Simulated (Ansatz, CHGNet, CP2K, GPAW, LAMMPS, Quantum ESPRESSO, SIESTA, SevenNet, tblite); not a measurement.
## Running free surface of ionic liquid triethylsulfonium formate with water at 340 K (81 atoms) with SIESTA

Wanted: SIESTA inputs and outputs for free surface of ionic liquid triethylsulfonium formate with water at 340 K (81 atoms), checked against a plane-wave reference.

Program: SIESTA 5.4.2. Level of theory: the method is named at each step. Results are calculated unless marked as measured.

## (1) The starting structure

The cell holds 81 atoms: 21 C, 3 S, 50 H and 7 O. Cell: a = 8.574 Å, b = 8.574 Å, c = 21.346 Å, α = 90.0°, β = 90.0°, γ = 90.0°. 3 triethylsulfonium, 3 formate, 1 H2O placed at random, at 1.02 g/cm³, as a film with 10 Å of vacuum; overlaps pushed apart, then 10 ps at 390 K with MMFF94 bonds, angles, torsions, charges and radii (Halgren, J. Comput. Chem. 17, 490 (1996)) in harmonic and 12-6 forms; SPC/E water (Berendsen, Grigera and Straatsma, J. Phys. Chem. 91, 6269 (1987)); charges of ions scaled by 0.8. Snapshot after 30 ps at 340 K and fixed volume. Vacuum lies along c.

The yardstick, on the same geometry:

```
method                                           : Kohn-Sham DFT, PBE, PAW, plane waves (Ansatz 0.2.0); cutoff 420 eV, Γ point, fermi-dirac smearing of 0.05 eV; PAW set soft_2
r.m.s. force component                           : 0.8353 eV/Å
longest force                                    : 3.282 eV/Å
gap (highest filled to lowest empty level) : 1.984 eV
SCF cycles                                       : 10
time                                             : 4.4 s on 8 threads of Arm Neoverse V2, shared host
CPU time                                         : 31 s
```

## (2) PBE, DZP, shift 0.01 Ry, mesh 500 Ry

Method: Kohn-Sham DFT, PBE, PseudoDojo 0.4.1 norm-conserving pseudopotentials (converted to PSML), numerical atomic orbitals (DZP), diagonalisation.

The .psml files are PseudoDojo norm-conserving potentials that we converted to this format, checked against plane waves on the same files for H, C, O, Si, Ge and Ca alone.

Input file input.fdf:

```
SystemLabel cell
NumberOfAtoms 81
NumberOfSpecies 4
%block ChemicalSpeciesLabel
  1 6 C
  2 16 S
  3 1 H
  4 8 O
%endblock ChemicalSpeciesLabel
LatticeConstant 1.0 Ang
%block LatticeVectors
  8.57364 0.00000 0.00000
  0.00000 8.57364 0.00000
  0.00000 0.00000 21.34624
%endblock LatticeVectors
PAO.BasisSize DZP
PAO.EnergyShift 0.01 Ry
XC.Functional GGA
XC.Authors PBE
MeshCutoff 500 Ry
%block kgrid_Monkhorst_Pack
  1 0 0 0.0
  0 1 0 0.0
  0 0 1 0.0
%endblock kgrid_Monkhorst_Pack
SolutionMethod diagon
OccupationFunction FD
ElectronicTemperature 580 K
SCF.Mixer.Method Pulay
SCF.Mixer.Weight 0.15
SCF.Mixer.History 8
SCF.Mix Hamiltonian
MaxSCFIterations 300
SCF.DM.Tolerance 1e-04
SCF.H.Tolerance 1.0e-3 eV
WriteForces T
Write.HirshfeldPop T
Write.VoronoiPop T
Write.DM F
Write.H F
XML.Write F
AtomicCoordinatesFormat Fractional
%block AtomicCoordinatesAndAtomicSpecies
  0.96828 0.29144 0.38304 1
  0.09258 0.24219 0.33731 1
  0.26555 0.16217 0.38231 2
  0.24412 0.97024 0.34578 1
  0.39400 0.89010 0.36342 1
  0.40091 0.23210 0.32227 1
  0.42710 0.40020 0.33471 1
  0.86800 0.34331 0.35650 3
  0.91879 0.18661 0.40348 3
  0.02623 0.37808 0.41846 3
  0.14288 0.33667 0.30930 3
  0.03458 0.15120 0.30872 3
  0.13388 0.91393 0.36482 3
  0.25239 0.97988 0.29524 3
  0.37236 0.76703 0.37296 3
  0.48450 0.89007 0.32756 3
  0.44925 0.91922 0.40811 3
  0.35311 0.21886 0.27480 3
  0.51550 0.17575 0.32029 3
  0.31642 0.46959 0.34532 3
  0.49714 0.41704 0.37502 3
  0.50027 0.45967 0.29804 3
  0.76575 0.70078 0.15033 1
  0.60339 0.77530 0.15965 1
  0.47155 0.60568 0.16900 2
  0.44185 0.53330 0.08712 1
  0.53601 0.38807 0.08515 1
  0.29352 0.73164 0.16713 1
  0.15378 0.64250 0.18804 1
  0.80912 0.61340 0.18317 3
  0.85753 0.79148 0.15727 3
  0.77445 0.64688 0.10425 3
  0.56530 0.82558 0.11458 3
  0.59272 0.85761 0.20081 3
  0.47519 0.61128 0.05182 3
  0.31955 0.49834 0.08581 3
  0.54368 0.34153 0.03976 3
  0.49146 0.29312 0.11606 3
  0.64880 0.40165 0.10560 3
  0.28669 0.83746 0.19473 3
  0.29220 0.76631 0.11783 3
  0.17579 0.60271 0.23516 3
  0.13841 0.54306 0.15569 3
  0.05682 0.72395 0.19305 3
  0.12788 0.72088 0.92109 1
  0.24676 0.85345 0.93235 1
  0.15929 0.04261 0.90917 2
  0.32650 0.16883 0.92031 1
  0.39976 0.19359 0.85771 1
  0.06560 0.07533 0.98687 1
  0.89657 0.00858 0.99044 1
  0.17691 0.60174 0.92657 3
  0.07475 0.72990 0.87101 3
  0.02754 0.72982 0.95171 3
  0.29791 0.85272 0.98072 3
  0.34728 0.84194 0.89958 3
[... 21 atom lines left out ...]
  0.64255 0.61026 0.88214 3
  0.69148 0.17238 0.23080 4
  0.73537 0.07819 0.25208 3
  0.76924 0.21376 0.20010 3
%endblock AtomicCoordinatesAndAtomicSpecies
```

On the command line:

```
OMP_NUM_THREADS=1 mpirun -np 2 siesta < input.fdf > output.txt
```

Output:

```text
Version         : 5.4.2
reinit: System Name:
reinit: System Label: cell
initatom: Reading input for the pseudopotentials and atomic orbitals ----------
Species number:   1 Atomic number:    6 Label: C
Species number:   2 Atomic number:   16 Label: S
Species number:   3 Atomic number:    1 Label: H
Species number:   4 Atomic number:    8 Label: O
Ground state valence configuration (from tables):   2s02  2p02  3d00  4f00
Ground state valence configuration (from tables):   3s02  3p04  3d00  4f00
Ground state valence configuration (from tables):   1s01  2p00  3d00  4f00
Ground state valence configuration (from tables):   2s02  2p04  3d00  4f00
---- Processing specs for species: C
GGA--PBE XC_GGA_X_PBE--XC_GGA_C_PBE pb
---- Processing specs for species: S
GGA--PBE XC_GGA_X_PBE--XC_GGA_C_PBE pb
---- Processing specs for species: H
GGA--PBE XC_GGA_X_PBE--XC_GGA_C_PBE pb
---- Processing specs for species: O
GGA--PBE XC_GGA_X_PBE--XC_GGA_C_PBE pb
C pseudopotential only contains V_ls up to l=1 -- lmxkb reset.
S pseudopotential only contains V_ls up to l=2 -- lmxkb reset.
H pseudopotential only contains V_ls up to l=1 -- lmxkb reset.
O pseudopotential only contains V_ls up to l=2 -- lmxkb reset.
Using PAO.SplitTailNorm
%block ChemicalSpeciesLabel
    1    6 C                       # Species index, atomic number, species label
    2   16 S                       # Species index, atomic number, species label
    3    1 H                       # Species index, atomic number, species label
    4    8 O                       # Species index, atomic number, species label
%endblock ChemicalSpeciesLabel
%block PAO.Basis                 # Define Basis set
C                     2                    # Species label, number of l-shells
 n=2   0   2                         # n, l, Nzeta
   4.484      3.048
   1.000      1.000
 n=2   1   2 P   1                   # n, l, Nzeta, Polarization, NzetaPol
   5.436      3.692
[...]
S                     2                    # Species label, number of l-shells
 n=3   0   2                         # n, l, Nzeta
[...]
n=3   1   2 P   1                   # n, l, Nzeta, Polarization, NzetaPol
[...]
H                     1                    # Species label, number of l-shells
 n=1   0   2 P   1                   # n, l, Nzeta, Polarization, NzetaPol
[...]
O                     2                    # Species label, number of l-shells
 n=2   0   2                         # n, l, Nzeta
[...]
n=2   1   2 P   1                   # n, l, Nzeta, Polarization, NzetaPol
   4.300      2.782
   1.000      1.000
%endblock PAO.Basis
coor:   Atomic-coordinates input format  =     Fractional
siesta: System type = bulk
initatomlists: Number of atoms, orbitals, and projectors:     81   653   563
siesta: ******************** Simulation parameters ****************************
Total number of electrons:   194.000000
Total ionic charge:   194.000000
 Kpoints in:            1 . Kpoints trimmed:            1
siesta: k-grid: Number of k-points = 1
siesta: k-points from Monkhorst-Pack grid
siesta: k-cutoff (effective) =     4.287 Ang
siesta: k-point supercell and displacements
siesta: k-grid:     1     0     0      0.000
siesta: k-grid:     0     1     0      0.000
siesta: k-grid:     0     0     1      0.000
                     ====================================
                        Single-point calculation
                     ====================================
outcell: Unit cell vectors (Ang):
        8.573640    0.000000    0.000000
        0.000000    8.573640    0.000000
        0.000000    0.000000   21.346240
outcell: Cell vector modules (Ang)   :    8.573640    8.573640   21.346240
outcell: Cell angles (23,13,12) (deg):     90.0000     90.0000     90.0000
outcell: Cell volume (Ang**3)        :   1569.1045
Gamma-point calculation with multiply-connected orbital pairs
Gamma-point calculation with multiply-connected orbital pairs
Folding of H and S implicitly performed
Folding of H and S implicitly performed
new_DM -- step:     1
Initializing Density Matrix...
Attempting to read DM from file... Failed...
DM filled with atomic data:
InitMesh: MESH = 120 x 120 x 288 = 4147200
InitMesh: Mesh cutoff (required, used) =   500.000   503.088 Ry
stepf: Fermi-Dirac step function
        iscf     Eharris(eV)        E_KS(eV)     FreeEng(eV)     dDmax    Ef(eV) dHmax(eV)
   scf:    1    -8259.560856    -8246.917429    -8246.917429  1.948428 -5.958134 13.018449
   scf:    2    -8279.289191    -8264.578137    -8264.578137  0.088105 -5.037285  8.370164
   scf:    3    -8276.862205    -8274.445664    -8274.445664  0.157194 -3.728131  2.192697
[...]
scf:   12    -8275.042787    -8275.042786    -8275.042787  0.000104 -3.277299  0.000455
   scf:   13    -8275.042787    -8275.042787    -8275.042787  0.000039 -3.277251  0.000296
SCF Convergence by DM+H criterion
max |DM_out - DM_in|         :     0.0000386834
max |H_out - H_in|      (eV) :     0.0002962442
SCF cycle converged after 13 iterations
Using DM_out to compute the final energy and forces
siesta: E_KS(eV) =            -8275.0428
siesta: E_KS - E_eggbox =     -8275.0428
siesta: Atomic forces (eV/Ang):
     1    0.675248    1.985776    0.490030
     2   -0.657739    0.018547    0.983575
     3   -1.122339   -0.319935   -2.908553
[...]
80    0.185179    0.445796   -0.381207
    81    0.042463   -0.399653    0.451186
----------------------------------------
   Tot    0.004502    0.001655   -0.011870
----------------------------------------
   Max    3.425699
   Res    0.913670    sqrt( Sum f_i^2 / 3N )
----------------------------------------
   Max    3.425699    constrained
Stress tensor Voigt[x,y,z,yz,xz,xy] (kbar):      -12.38      -16.42       -5.73        4.16        1.62       -0.57
(Free)E + p*V (eV/cell)    -8263.7734
Target enthalpy (eV/cell)    -8275.0428
siesta: Program's energy decomposition (eV):
siesta: Ebs     =     -2362.429929
siesta: Eions   =     13683.386745
siesta: Ena     =      3417.294896
siesta: Ekin    =      5515.987917
siesta: Enl     =      -606.368997
siesta: DEna    =      -185.890559
siesta: DUscf   =        24.972867
siesta: Ex      =     -2543.566800
siesta: Ec      =      -214.085365
siesta: Exc     =     -2757.652165
siesta: Eharris =     -8275.042787
siesta: Etot    =     -8275.042787
siesta: FreeEng =     -8275.042787
siesta: Final energy (eV):
siesta:  Band Struct. =   -2362.429929
siesta:       Kinetic =    5515.987917
siesta:       Hartree =   19294.307552
siesta:         Exch. =   -2543.566800
siesta:         Corr. =    -214.085365
siesta:   Exch.-corr. =   -2757.652165
siesta:  Ion-electron =  -43374.042155
siesta:       Ion-ion =   13046.356065
siesta:         Total =   -8275.042787
siesta:         Fermi =      -3.277251
siesta: Stress tensor (static) (eV/Ang**3):
siesta:    -0.007726   -0.000353    0.001013
siesta:    -0.000353   -0.010246    0.002593
siesta:     0.001013    0.002593   -0.003575
siesta: Cell volume =       1569.104528 Ang**3
siesta: Pressure (static):
siesta:                Solid            Molecule  Units
siesta:           0.00007822         -0.00003083  Ry/Bohr**3
siesta:           0.00718207         -0.00283110  eV/Ang**3
siesta:          11.50695182         -4.53592671  kBar
    Orbital volume contribution        =          23.241544 eV
    (Free)E + p_basis*V_orbitals       =       -8251.801243 eV
    (Free)Eharris+ p_basis*V_orbitals  =       -8251.801243 eV
Hirshfeld Atomic Populations:
Atom #   charge [q] valence [e]  Species
     1    -0.071892    4.071892  C
     2    -0.003061    4.003061  C
     3     0.371184    5.628816  S
     4    -0.001880    4.001880  C
[...]
8     0.052334    0.947666  H
     9     0.029058    0.970942  H
    10     0.021275    0.978725  H
[...]
25     0.381327    5.618673  S
[...]
47     0.369935    5.630065  S
[...]
67    -0.238909    6.238909  O
[...]
69    -0.323142    6.323142  O
[...]
71    -0.321044    6.321044  O
[...]
--------------------
 Total     0.000000
Voronoi Atomic Populations:
Atom #   charge [q] valence [e]  Species
[...]
3     0.311227    5.688773  S
[...]
25     0.314427    5.685573  S
[...]
47     0.307198    5.692802  S
[...]
72     0.146172    3.853828  C
[...]
76     0.143281    3.856719  C
    77    -0.365571    6.365571  O
[...]
79    -0.289387    6.289387  O
    80     0.008512    0.991488  H
    81     0.014165    0.985835  H
--------------------
 Total     0.000000
```

Run time: 72 s. Hardware: 2 MPI ranks of Arm Neoverse V2, shared host; peak memory 1.5 GiB.

Banners, paths, timers and routine set-up lines are dropped from the logs unmarked, and long logs keep their key lines alone; longer cuts are marked.

Compared with the plane-wave run:

```
r.m.s. force component                           : 0.9137 eV/Å
r.m.s. difference of force components            : 360.2 meV/Å
longest difference of force vectors              : 1065 meV/Å
force difference over r.m.s. force               : 43.12 %
slope of forces against the reference's          : 1.005
correlation of force components                  : 0.919
gap (highest filled to lowest empty level) : 1.667 eV
gap difference                                   : -0.3171 eV
```

This run lies far from the reference in forces at the same functional.

Length of the force difference by element (eV/Å):

```csv
element,atoms,mean,most
C,21,0.42,0.86
H,50,0.66,1.0
O,7,0.81,1.1
S,3,0.19,0.22
```

Levels nearest the highest filled one (eV from it): -3.50, -2.04, -1.19, -0.85, -0.75, -0.56, -0.46, -0.38, -0.14, -0.13, -0.11, 0.00, 1.67, 1.87, 2.00, 2.30, 2.41, 2.91, 3.87, 4.13, 4.42, 4.60, 4.77, 4.84.

The surroundings of S3, one of the 3 S atoms, nearest first, numbered as they follow in the input and with coordinates relative to it.

```csv
atom,x,y,z,distance (Å),bonds,Hirshfeld charge (e),Fx,Fy,Fz (eV/Å)
S3,0.00,0.00,0.00,0.00,3,0.37,-1.12,-0.32,-2.91
C6,1.16,0.60,-1.28,1.83,4,-0.01,0.56,0.51,-0.12
C4,-0.18,-1.65,-0.78,1.83,4,0.00,0.36,-0.57,2.02
C2,-1.48,0.69,-0.96,1.90,4,0.00,-0.66,0.02,0.98
H11,-1.05,1.50,-1.56,2.40,1,0.04,-0.08,0.42,-0.37
H14,-0.11,-1.56,-1.86,2.43,1,0.06,-0.98,0.51,-1.01
H13,-1.13,-2.13,-0.37,2.44,1,0.04,0.42,0.14,-0.61
H18,0.75,0.49,-2.29,2.46,1,0.05,-0.64,-0.56,-0.39
H19,2.14,0.12,-1.32,2.52,1,0.04,0.64,-0.82,0.31
```

Forces lie 43 % from the reference's, at 4.7 times its CPU time (on 2 against 8 cores).

## (3) PBE, SZ, shift 0.01 Ry, mesh 500 Ry

Method: Kohn-Sham DFT, PBE, PseudoDojo 0.4.1 norm-conserving pseudopotentials (converted to PSML), numerical atomic orbitals (SZ), diagonalisation.

Changes to input.fdf since step 2:

```diff
@@ -15,3 +15,3 @@
 %endblock LatticeVectors
-PAO.BasisSize DZP
+PAO.BasisSize SZ
 PAO.EnergyShift 0.01 Ry
```

On the command line:

```
OMP_NUM_THREADS=1 siesta < input.fdf > output.txt
```

Output:

```text
Version         : 5.4.2
reinit: System Name:
reinit: System Label: cell
initatom: Reading input for the pseudopotentials and atomic orbitals ----------
Species number:   1 Atomic number:    6 Label: C
Species number:   2 Atomic number:   16 Label: S
Species number:   3 Atomic number:    1 Label: H
Species number:   4 Atomic number:    8 Label: O
Ground state valence configuration (from tables):   2s02  2p02  3d00  4f00
Ground state valence configuration (from tables):   3s02  3p04  3d00  4f00
Ground state valence configuration (from tables):   1s01  2p00  3d00  4f00
Ground state valence configuration (from tables):   2s02  2p04  3d00  4f00
---- Processing specs for species: C
GGA--PBE XC_GGA_X_PBE--XC_GGA_C_PBE pb
---- Processing specs for species: S
[... lines left out ...]
stepf: Fermi-Dirac step function
        iscf     Eharris(eV)        E_KS(eV)     FreeEng(eV)     dDmax    Ef(eV) dHmax(eV)
[... lines left out ...]
SCF Convergence by DM+H criterion
[... lines left out ...]
SCF cycle converged after 22 iterations
[... lines left out ...]
   Max    7.825303
[... lines left out ...]
   Max    7.825303    constrained
Stress tensor Voigt[x,y,z,yz,xz,xy] (kbar):     -102.91     -121.97      -98.87        2.89        1.55        4.21
[... lines left out ...]
siesta: FreeEng =     -8190.142049
[... lines left out ...]
siesta:         Total =   -8190.112932
siesta:         Fermi =      -2.831143
siesta: Stress tensor (static) (eV/Ang**3):
siesta:    -0.064231    0.002630    0.000969
siesta:     0.002630   -0.076130    0.001805
siesta:     0.000969    0.001805   -0.061709
siesta: Cell volume =       1569.104528 Ang**3
siesta: Pressure (static):
siesta:                Solid            Molecule  Units
siesta:           0.00073361          0.00059290  Ry/Bohr**3
siesta:           0.06735661          0.05443727  eV/Ang**3
siesta:         107.91718358         87.21812570  kBar
    Orbital volume contribution        =          10.893355 eV
    (Free)E + p_basis*V_orbitals       =       -8179.248694 eV
    (Free)Eharris+ p_basis*V_orbitals  =       -8179.248697 eV
Hirshfeld Atomic Populations:
Atom #   charge [q] valence [e]  Species
     1    -0.070478    4.070478  C
     2    -0.010437    4.010437  C
     3     0.355231    5.644769  S
     4    -0.004637    4.004637  C
[...]
8     0.056171    0.943829  H
     9     0.027963    0.972037  H
    10     0.027874    0.972126  H
[...]
25     0.369132    5.630868  S
[...]
47     0.352737    5.647263  S
[...]
67    -0.271865    6.271865  O
[...]
69    -0.324693    6.324693  O
[...]
71    -0.330145    6.330145  O
[...]
--------------------
 Total    -0.000002
Voronoi Atomic Populations:
Atom #   charge [q] valence [e]  Species
[...]
3     0.359970    5.640030  S
[...]
25     0.371627    5.628373  S
[...]
47     0.354566    5.645434  S
[...]
72     0.128779    3.871221  C
[...]
76     0.120171    3.879829  C
    77    -0.354089    6.354089  O
[...]
79    -0.403989    6.403989  O
    80     0.121684    0.878316  H
    81     0.118859    0.881141  H
--------------------
 Total    -0.000002
```

It took 87 s on 1 thread; peak memory 0.76 GiB.

Compared with the plane-wave run:

- r.m.s. force component: 2.297 eV/Å
- r.m.s. difference of force components: 2298 meV/Å
- longest difference of force vectors: 8888 meV/Å
- force difference over r.m.s. force: 275.1 %
- slope of forces against the reference's: 0.4978
- correlation of force components: 0.181

This is a coarse setting, run to see what it loses.

Against the first run (43 %), the force difference from the reference is 275 %, at 0.60 times the CPU time (on 1 against 2 cores) (22 SCF steps against 13), with 174 basis functions against 653: the smaller basis costs accuracy.

## (4) PBE, SZP, shift 0.01 Ry, mesh 500 Ry

Method: Kohn-Sham DFT, PBE, PseudoDojo 0.4.1 norm-conserving pseudopotentials (converted to PSML), numerical atomic orbitals (SZP), diagonalisation.

Changes to input.fdf since step 3:

```diff
@@ -15,3 +15,3 @@
 %endblock LatticeVectors
-PAO.BasisSize SZ
+PAO.BasisSize SZP
 PAO.EnergyShift 0.01 Ry
```

Output:

```text
Version         : 5.4.2
reinit: System Name:
reinit: System Label: cell
initatom: Reading input for the pseudopotentials and atomic orbitals ----------
Species number:   1 Atomic number:    6 Label: C
Species number:   2 Atomic number:   16 Label: S
Species number:   3 Atomic number:    1 Label: H
Species number:   4 Atomic number:    8 Label: O
[... lines left out ...]
SCF Convergence by DM+H criterion
[... lines left out ...]
SCF cycle converged after 13 iterations
[... lines left out ...]
   Max    4.848445
[... lines left out ...]
   Max    4.848445    constrained
Stress tensor Voigt[x,y,z,yz,xz,xy] (kbar):      -36.56      -47.77      -39.27        4.86        0.01        1.07
[... lines left out ...]
siesta: FreeEng =     -8229.212652
[... lines left out ...]
siesta:         Fermi =      -3.593608
[... lines left out ...]
siesta:          41.19819609         21.32227241  kBar
[... lines left out ...]
     9     0.039951    0.960049  H
    10     0.032071    0.967929  H
[...]
25     0.363770    5.636230  S
[...]
47     0.347805    5.652195  S
[...]
67    -0.246384    6.246384  O
[...]
69    -0.305196    6.305196  O
[...]
71    -0.301208    6.301208  O
[...]
--------------------
 Total    -0.000003
Voronoi Atomic Populations:
Atom #   charge [q] valence [e]  Species
[...]
3     0.369324    5.630676  S
[...]
25     0.373209    5.626791  S
[...]
47     0.363892    5.636108  S
[...]
72     0.172699    3.827301  C
[...]
76     0.161702    3.838298  C
    77    -0.352190    6.352190  O
[...]
79    -0.294342    6.294342  O
    80     0.005853    0.994147  H
    81     0.013018    0.986982  H
--------------------
 Total    -0.000002
```

Wall time 1.9 min (1 thread); peak memory 1.1 GiB.

Numbers from this run, and their distance from the reference:

```yaml
r_m_s_force_component: 1.345 eV/Å
r_m_s_difference_of_force_components: 1169 meV/Å
longest_difference_of_force_vectors: 4064 meV/Å
force_difference_over_r_m_s_force: 139.9 %
slope_of_forces_against_the_reference_s: 0.8172
correlation_of_force_components: 0.5076
spacing_of_highest_filled_and_lowest_empty_level: 1.092 eV
gap_difference: -0.8925 eV
```

This is a coarse setting, run to see what it loses.

Against the first run (43 %), the force difference from the reference is 140 %, at 0.80 times the CPU time (on 1 against 2 cores), with 479 basis functions against 653: the smaller basis costs accuracy.

(Part 1 of 2 ends here.)

[Also dropped from logs without a mark: logging warnings of Python, and SIESTA's first energy breakdown and zero terms.]

[Logs are printed without paths, hosts, clocks, repeated set-up lines and the standing remarks that a program may print on its own settings, such as how far it seeks lower states.]

[Hosts, paths, dates, database ids (printed as entryN), source tags and the programs' standing remarks are cut or masked in the printed files.]

[The MMFF94 radii named for the starting cell were scaled by 0.96; in molecules described by MMFF94, hydrogen bound to N, O or S took a small fixed 12-6 site in their place.]
